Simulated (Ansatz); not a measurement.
# Work function of Ni(111): what the settings cost and change, part 3 of 3

How thick a slab and how much vacuum does the work function of Ni(111) need?

Ansatz 0.2.0; plane-wave DFT, PBE, Ansatz PAW.

So far, work function, upper face (eV): step 2 (run, setting 1 layer) 5.35; step 9 (slab, 10 atoms) 5.07; step 10 (slab, 13 atoms) 5.07; step 11 (slab, 7 atoms) 5.06; step 12 (run, 7 atoms) 5.07.

## (13) Run, 7 atoms (run 2)

The cell differs from the one that the last finished run ended in (c 26.194 → 38.194 Å).

input.yaml reads:

```yaml
crystal:
  lattice:
    - [2.4890158698, 0.0, 0.0]
    - [1.2445079349, 2.1555509736, 0.0]
    - [0.0, 0.0, 38.1936376853]
  atoms:
    - { symbol: Ni, position: [0.0, 0.0, 0.3403708258], spin: 0.7 }
    - { symbol: Ni, position: [0.3333333333, 0.3333333333, 0.3935805505], spin: 0.7 }
    - { symbol: Ni, position: [0.6666666667, 0.6666666667, 0.4467902753], spin: 0.7 }
    - { symbol: Ni, position: [0.0, 0.0, 0.5], spin: 0.7 }
    - { symbol: Ni, position: [0.3333333333, 0.3333333333, 0.5532097247], spin: 0.7 }
    - { symbol: Ni, position: [0.6666666667, 0.6666666667, 0.6064194495], spin: 0.7 }
    - { symbol: Ni, position: [0.0, 0.0, 0.6596291742], spin: 0.7 }
magnetization:
  spin_polarized: true
kpoints:
  mp_grid: { grid: [19, 19, 1] }
hamiltonian:
  xc: pbe
scf:
  occupations: { method: fermi_dirac, width: 0.1 }
  convergence: { dr2_threshold: 1.0e-09 }
efield:
  axis: 3
  dipole_correction: true
  ramp_position: 0.97
  ramp_width: 0.06
output:
  write_potential: true
  write_density: true
  volumetric_format: npy
```

Started as:

```bash
ansatz run input.yaml --threads 4 --pin off --max-ram 6144MiB --backend cpu --events-out ev --progress --plain --runs-dir out
```

Log:

```text
[...]
Crystal: 7 atoms, lattice volume = 204.917 Å³
Basis set: ecut = 420 eV, 3853 PW (Γ)
Bands: 79, of which v1, the nominal top of the filled ones, is band 63 counted from 1 (62 counted from 0)
Symmetry: 6 space group operations
k-points: 40 of 361 (time reversal used)
[...]
k-point 1 ↑: bands = [... 59 lower, 2.3931, 2.4047, 2.5461, 2.5857, 2.6439, 2.7027, 2.7671, 2.9199, ... 12 higher]
  k-point 2 ↑: bands = [... 59 lower, 2.2915, 2.3551, 2.4185, 2.5159, 2.5589, 2.7703, 2.8756, 2.9229, ... 12 higher]
  k-point 39 ↓: bands = [... 59 lower, 3.6726, 3.7080, 3.7136, 3.7787, 7.7225, 7.9900, 8.4184, 8.8771, ... 12 higher]
[key lines of the parts left out:]
SCF converged after 19 iterations
Magnetization: 4.5524 μB (65.2762 up, 60.7238 down)
Free energy (F): -40876.940271 eV
Fermi energy:    3.609711 eV
Dipole field:    D = 0.000012 V/Å  (p = 0.000013 e·Å, saw-weighted, corrected)
Work function:   Φ+ = 5.0656 eV   Φ− = 5.0661 eV
```

The job ended after 3 min (4 threads of Arm Neoverse N1, shared host; peak memory 1.5 GiB; 10 min of CPU time).

The work function is 5.066 eV, -0.000 eV from the run “7 layers, 14 Å of vacuum”, at 1.3 times its CPU time.

## (14) Comparing the runs

Times are for 4 threads of Arm Neoverse N1, shared host. Results by setting:

| no. | setting | work function, upper face (eV) | time | memory (GiB) |
| --- | --- | --- | --- | --- |
| 1 | 1 layer | 5.347 | 14 s | 0.46 |
| 2 | 2 layers | 5.050 | 23 s | 0.5 |
| 3 | 3 layers | 5.057 | 39 s | 0.61 |
| 4 | 4 layers | 5.077 | 66 s | 0.73 |
| 5 | 5 layers | 5.069 | 94 s | 0.9 |
| 6 | 6 layers | 5.069 | 2.1 min | 1.1 |
| 7 | 8 layers | 5.066 | 3.1 min | 1.5 |
| 8 | 10 layers | 5.065 | 5.5 min | 2.1 |
| 9 | 13 layers | 5.067 | 9.6 min | 3.0 |
| 10 | 7 layers, 10 Å of vacuum | 5.062 | 2.2 min | 1.0 |
| 11 | 7 layers, 14 Å of vacuum | 5.066 | 2.3 min | 1.2 |
| 12 | 7 layers, 26 Å of vacuum | 5.066 | 3 min | 1.5 |

## (15) Varying the input

System of this step: Ni(111) monolayer. The cell holds 1 atom: 1 Ni. Its edges and angles: a = 2.489 Å, b = 2.489 Å, c = 18.000 Å, α = 90.0°, β = 90.0°, γ = 60.0°. Vacuum lies along c.

An input spoilt on purpose, to show how the run answers: it repeats the earlier run “1 layer” with efield.amplitude to 5.0, and scf.max_iter set to 75; its output block differs too.

input.yaml, the sections that differ from step 13:

```yaml
crystal:
  lattice:
    - [2.4890158698, 0.0, 0.0]
    - [1.2445079349, 2.1555509736, 0.0]
    - [0.0, 0.0, 18.0]
  atoms:
    - { symbol: Ni, position: [0.6666666667, 0.6666666667, 0.5], spin: 0.7 }
scf:
  occupations: { method: fermi_dirac, width: 0.1 }
  convergence: { dr2_threshold: 1.0e-09 }
  max_iter: 75
efield:
  axis: 3
  dipole_correction: true
  ramp_position: 0.97
  ramp_width: 0.06
  amplitude: 5.0
# magnetization, kpoints, hamiltonian, output: as in step 13
```

Log:

```text
[...]
Crystal: 1 atoms, lattice volume = 96.574 Å³
Basis set: ecut = 420 eV, 1819 PW (Γ)
Bands: 14, of which v1, the nominal top of the filled ones, is band 9 counted from 1 (8 counted from 0)
Symmetry: 12 space group operations
k-points: 40 of 361
[...]
Starting moments: Σ|m| = 0.7 μB on 1 of 1 site
[...]
SCF iter   1: F=—  HF=-5838.758741 eV  |F-HF|=—  |Δ(HF+E_count)|=         —  Δρ=3.56e-2 (↑3.56e-2 ↓7.50e-3)  dr2=1.31e0  dr2_m=3.32e-1  M=0.947 μB ∫|m|=1.009 μB  β_m=0.84  ethr=3.10e-3  p=0.514 e·Å  D=9.62e-1 V/Å  ΔV_dip=-17.32 eV  dr2_dipole=3.22e-2  V_vac-E_F(+/−)=40.03/1.93 eV  ⟨swp⟩=12.7  Hψ=11344  notcnv=0
[...]
SCF iter  14: F=-5839.575269 eV  HF=-5839.575269 eV  |F-HF|=3.64e-12  |Δ(HF+E_count)|=  2.16e-10  Δρ=1.00e-7 (↑6.58e-8 ↓1.00e-7)  dr2=4.03e-12  dr2_m=2.50e-12  M=0.889 μB ∫|m|=1.024 μB  ethr=1.00e-12  p=0.453 e·Å  D=8.48e-1 V/Å  ΔV_dip=-15.27 eV  dr2_dipole=6.72e-14  V_vac-E_F(+/−)=38.41/-0.80 eV  ⟨swp⟩=6.1  Hψ=6516  notcnv=0
[...]
SCF 1 converged in 14 iterations: F = -5839.575269 eV  dr2 = 4.03e-12
[...]
SCF converged after 14 iterations
Magnetization: 0.8894 μB (9.4447 up, 8.5553 down)
Absolute magnetization: 1.0249 μB (∫|ρ↑−ρ↓|, with the PAW one-centre terms)
[...]
Per-site moments (μB) at R_I (Å): [(0.951041, 1.026719)]
Free energy (F): -5839.575269 eV
[...]
Internal energy: -5839.490985 eV  (E = F + TS)
E sigma→0 (E₀):  -5839.533127 eV
Entropy (-TS):   -0.084285 eV (-84.285 meV/atom)
Fermi energy:    -3.839610 eV
Dipole field:    D = 0.848214 V/Å  (p = 0.452691 e·Å, saw-weighted, corrected)
Work function:   not extracted (applied field tilts the vacuum); planar V_es + V_field profile in the machine report
[...]
--- Band table (eV; the first three rows and the last of 80) ---
  k-point 0 ↑: bands = [... 5 lower, -5.8235, -5.8235, -5.7765, -4.7431, -4.7431, -3.3398, -0.2810, 5.2969, ... 1 higher]
  k-point 1 ↑: bands = [... 5 lower, -5.8510, -5.7850, -5.7488, -4.8283, -4.7506, -3.2193, -0.1596, 5.3813, ... 1 higher]
  k-point 2 ↑: bands = [... 5 lower, -5.9254, -5.6755, -5.6725, -5.0220, -4.7725, -2.8989, 0.1937, 5.6341, ... 1 higher]
  k-point 39 ↓: bands = [... 5 lower, -5.2256, -4.8098, -4.5944, -4.0434, 2.3950, 4.0092, 4.7771, 6.4528, ... 1 higher]
```

Run time: 20 s. Hardware: 4 threads; peak memory 0.46 GiB.

| quantity | this run | earlier run | difference |
| --- | --- | --- | --- |
| total moment (μB) | 0.8894 | 0.8943 | -0.0049 |

In so strong a field the program warns of density in the ramp of the sawtooth; these numbers are not the system's.

## (16) What came out

```yaml
work_function_1_layer: 5.347 eV
work_function_2_layers: 5.050 eV
work_function_6_layers: 5.069 eV
work_function_13_layers: 5.067 eV
```

**Reading.** The thickest slab gives 5.07 eV, and the settings tried spread the value from 5.05 to 5.35 eV. At 18 Å of vacuum, the slabs from 2 layers on stay within 0.02 eV of the thickest. Going from 10 to 26 Å of vacuum moves it by 0.004 eV. The program marks the value as in doubt in “7 layers, 10 Å of vacuum”. The ladder's slabs use the tabulated experimental lattice constant (two decimals; a low-temperature value for the alkali metals). The magnetic order is the one reached from the typed start; other orders were not compared. In 1 run of the series (7 layers, 10 Å of vacuum) the program warns that electrons reach the sawtooth's ramp, which makes dipole and work function less sure.

Calculation against experiment:

| quantity | measured | 13 layers |
| --- | --- | --- |
| work function (clean (111) face, a compiled value) (eV) | 5.36 | 5.07 (-0.29 eV) |

Measured values from arxiv:1902.07811 (2019).

How well it matches: The work function is off by -0.29 eV: fair agreement. No cell relaxation is part of this session.

[Long decimals in the printed logs are rounded to 6 places.]

[Logs are printed without paths, hosts, clocks, repeated set-up lines and the standing remarks that a program may print on its own settings, such as how far it seeks lower states.]

[Hosts, paths, dates, database ids (printed as entryN), source tags and the programs' standing remarks are cut or masked in the printed files.]

[Maps of the electrostatic potential energy from Ansatz leave out the sawtooth potential of an applied field or a dipole correction, so their vacuum need not be flat; planar profiles and work functions include it.]
